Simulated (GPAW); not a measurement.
# Quasiparticle gap of CsCaF3 (Pm-3m) in GPAW

How does a plane-wave GW calculation on CsCaF3 (Pm-3m) run from the first input to the gap?

Main program and level: GPAW 26.7.0; LDA and many-body steps on it, plane waves.

This is a report of a sequence of runs, with the program logs left out and the cost of each run kept.

## Step 1: Starting point

It takes space group Pm-3m (No. 221, cubic). The conventional cell has a = 4.521 Å, b = 4.521 Å, c = 4.521 Å, α = 90.00°, β = 90.00°, γ = 90.00°. Nearest to Cs lie 12 F at 3.20 Å. Nearest to Ca lie 6 F at 2.26 Å. Nearest to F lie 2 Ca at 2.26 Å and 4 Cs at 3.20 Å. Farther neighbours, and contacts between anions beyond the nearest, are not listed.

The cell and positions are those that the Materials Project relaxed with its own functionals (PBE, PBE+U or r2SCAN), kept fixed.

## Step 2: Ground state

This step: GPAW 26.7.0; DFT, LDA, plane waves, PAW.

The ground-state density comes first.

The input, run.py:

```python
import json
import numpy as np
from gpaw.mpi import world
from ase import Atoms
from gpaw import GPAW, PW, FermiDirac

atoms = Atoms(['Cs', 'Ca', 'F', 'F', 'F'],
    cell=[[4.5205310300, 0.0000000000, 0.0000000000],
      [0.0000000000, 4.5205310300, 0.0000000000],
      [0.0000000000, 0.0000000000, 4.5205310300]],
    scaled_positions=[[0.0000000000, 0.0000000000, 0.0000000000],
      [0.5000000000, 0.5000000000, 0.5000000000],
      [0.0000000000, 0.5000000000, 0.5000000000],
      [0.5000000000, 0.0000000000, 0.5000000000],
      [0.5000000000, 0.5000000000, 0.0000000000]],
    pbc=(True, True, True))
calc = GPAW(mode=PW(600),
    xc='LDA',
    kpts={'size': (6, 6, 6), 'gamma': True},
    occupations=FermiDirac(0.001),
    nbands=-8,
    convergence={'density': 1e-6, 'bands': -3},
    maxiter=100,
    txt='gs.txt')
atoms.calc = calc
res = {'energy': atoms.get_potential_energy()}
kpts = calc.get_ibz_k_points()
res['kpts'] = kpts
res['eigenvalues'] = [calc.get_eigenvalues(kpt=k) for k in range(len(kpts))]
res['n_electrons'] = calc.get_number_of_electrons()
calc.write('gs.gpw')

if world.rank == 0:
    with open('result.json', 'w') as f:
        json.dump(res, f, default=lambda x: x.tolist())
```

Launch:

```
$ mpirun -n 4 gpaw python run.py
```

Wall time 16 s (4 MPI ranks of Arm Neoverse V1, shared host); peak memory 0.74 GiB.

This step gave:

| Item | Value |
| --- | --- |
| total energy | -27.80 eV |
| gap | 6.808 eV |
| k of the valence top | 0.5, 0.5, 0.5 |
| k of the conduction bottom | 0, 0, 0 |
| least direct gap | 6.833 eV |

The gap is indirect, with the least direct gap 0.02 eV higher.

## Step 3: Empty states on the mesh, 2×2×2 mesh, 320 bands

The sums over transitions need many empty states on a uniform mesh; this step solves for them.

The input, run.py:

```python
import json
import numpy as np
from gpaw.mpi import world
from gpaw import GPAW

calc = GPAW('gs.gpw').fixed_density(kpts={'size': (2, 2, 2), 'gamma': True},
    parallel={'domain': 1, 'band': 1},
    txt='nscf.txt')
calc.diagonalize_full_hamiltonian(nbands=320)
calc.write('full.gpw', mode='all')
res = {}
kpts = calc.get_ibz_k_points()
res['kpts'] = kpts
res['eigenvalues'] = [calc.get_eigenvalues(kpt=k) for k in range(len(kpts))]
res['n_electrons'] = calc.get_number_of_electrons()

if world.rank == 0:
    with open('result.json', 'w') as f:
        json.dump(res, f, default=lambda x: x.tolist())
```

Launch:

```
$ mpirun -n 4 gpaw python run.py
```

Wall time 42 s (4 MPI ranks); peak memory 3.1 GiB.

Numbers from this step:

```
gap                                                           : 6.808 eV
k of the valence top                                          : 0.5, 0.5, 0.5
k of the conduction bottom                                    : 0, 0, 0
least direct gap                                              : 6.833 eV
k points computed                                             : 4
lowest point of the top converged band, above the valence top : 122.3419 eV
```

On this mesh the gap is 6.808 eV.

## Step 4: Screening and self-energy, 2×2×2 mesh, 144 bands, screening to 78 eV

G0W0 replaces the xc potential by the self-energy, built once from these orbitals. Only a window of levels is corrected, while the sums run over the empty bands that the input names.

This step: G0W0 on LDA, plane waves, PAW.

The input, run.py:

```python
import json
import numpy as np
from gpaw.mpi import world
from gpaw.response.g0w0 import G0W0

gw = G0W0('full.gpw',
    filename='gw',
    kpts=[0, 3],
    bands=(18, 22),
    ecut=78,
    nbands=144,
    integrate_gamma='WS',
    ppa=True)
gw.calculate()
res = {mode: {k: v for k, v in r.items() if k != 'sigma_eskwn'}
       for mode, r in gw.all_results.items()}

if world.rank == 0:
    with open('result.json', 'w') as f:
        json.dump(res, f, default=lambda x: x.tolist())
```

Launch:

```
$ mpirun -n 4 gpaw python run.py
```

Elapsed: 15 s, on 4 MPI ranks; peak memory 1.3 GiB.

Read from the output:

| Property | Result |
| --- | --- |
| G0W0 gap on the mesh | 10.21 eV |
| least direct G0W0 gap on the computed points | 10.21 eV |
| Z at the valence top | 0.8019 |
| Z at the conduction bottom | 0.8825 |
| starting gap on the mesh | 6.808 eV |
| k of the valence top | 0, 0, 0 |
| k of the conduction bottom | 0, 0, 0 |

The gap on the mesh goes from 6.81 eV to 10.21 eV, a correction of +3.40 eV.

Limits: finite bands, cutoff and mesh; no spin-orbit coupling; coarse k mesh. v1 is the top filled band, c1 the lowest empty one. Levels before and after the correction, in eV, zero at the valence-band top of each column:

```csv
,conduction bottom,valence top
Kohn-Sham,6.81,0.00
G0W0,10.21,0.00
```

```csv
,level,energy (eV)
Kohn-Sham,Γ v2-v1,-0.025
Kohn-Sham,Γ c1,6.808
Kohn-Sham,Γ c2,7.994
G0W0,Γ v2-v1,0.000
G0W0,Γ c1,10.205
G0W0,Γ c2,11.451
```

## Step 5: Where the time went

Times are wall times on 4 MPI ranks of Arm Neoverse V1, shared host, good to a factor of about two.

```csv
step,time,share,memory (GiB)
ground state,16 s,22 %,0.74
empty states on the mesh,42 s,57 %,3.1
screening and self-energy,15 s,21 %,1.3
```

## Step 6: Summary of results

```json
{
  "LDA gap": "6.81 eV, indirect (only 25 meV under the direct gap)",
  "G0W0 gap on the mesh": "10.21 eV",
  "GW settings": "2×2×2 mesh, 144 bands, screening to 78 eV, Godby-Needs plasmon pole",
  "known limits": "short of the basis limit; no spin-orbit coupling; coarse k mesh"
}
```

**Reading.** G0W0 moves the gap on the mesh from 6.81 eV to 10.21 eV (+3.40 eV), with Z of 0.80 and 0.88 at the edges. The dearest step here is «empty states on the mesh». Bands and cutoff are finite, so the gap stands short of the basis limit, usually by up to a few tenths of an eV; the mesh is an error of its own. The 2×2×2 mesh is coarse for this cell, which bears on the long-range parts of exchange and screening. This is the ideal cubic cell; many perovskites, halides above all, are cubic only on average, and local tilts or off-centring can widen the gap. The many-body steps are scalar-relativistic: spin-orbit coupling is not in them.

[Long decimals in the printed logs are rounded to 6 places.]

[Logs are printed without paths, hosts, clocks, repeated set-up lines and the standing remarks that a program may print on its own settings, such as how far it seeks lower states.]

[Paths, hosts, dates, memory and timing lines, banners, echoed tables and standing remarks are left out of the program output; an Ansatz launch command may be rebuilt from the run's recorded settings. Measured values are a selection of at most five: reports struck by readers or far from the other reports are left out. None is set beside runs whose start may be inverted or whose files or cutoffs have a known fault.]

[Runs of the session that timed out or met a known fault of the program may be left out.]

[Hosts, paths, dates, database ids (printed as entryN), source tags and the programs' standing remarks are cut or masked in the printed files.]

[Where the starting crystal was built by hand or by swapping elements, it need not be the compound's stable phase.]
